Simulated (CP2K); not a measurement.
Two runs for the O K edge of Zundel cation. Run A: CP2K XAS_TDP, all-electron GAPW, PBEh(45%), aug-cc-pVTZ, TDA, no relativity. Run B differs in one setting.

First lines with a strength over 0.0015. A:

| atom | energy (eV) | states | strength, one atom |
| --- | --- | --- | --- |
| O1 (bonded to 2 H) | 531.75 | 1 | 0.0111 |
|  | 533.12 | 1 | 0.0423 |
|  | 534.02 | 1 | 0.0132 |
|  | 535.48 | 1 | 0.0110 |
|  | 536.56 | 1 | 0.0024 |
| O2 (bonded to 2 H) | 531.77 | 1 | 0.0113 |
|  | 533.14 | 1 | 0.0424 |
|  | 534.07 | 1 | 0.0134 |
|  | 535.53 | 1 | 0.0110 |
|  | 536.61 | 1 | 0.0022 |

B:

| atom | energy (eV) | states | strength, one atom |
| --- | --- | --- | --- |
| O1 (bonded to 2 H) | 536.73 | 1 | 0.0110 |
|  | 538.09 | 1 | 0.0419 |
|  | 538.99 | 1 | 0.0131 |
|  | 540.46 | 1 | 0.0109 |
|  | 541.54 | 1 | 0.0024 |
| O2 (bonded to 2 H) | 536.70 | 1 | 0.0111 |
|  | 538.07 | 1 | 0.0420 |
|  | 539.00 | 1 | 0.0133 |
|  | 540.45 | 1 | 0.0109 |
|  | 541.53 | 1 | 0.0022 |

Which was it: scalar relativity switched on, the functional, GW2X switched on, the basis?

GW2X switched on. GW2X shifts an atom's lines together and keeps their spacings. Against PBEh(45%) in aug-cc-pVTZ, the leading lines move by +4.97 eV (O1, to 538.09) and +4.93 eV (O2, to 538.07).

[Hosts, paths, dates, database ids (printed as entryN), source tags and the programs' standing remarks are cut or masked in the printed files.]
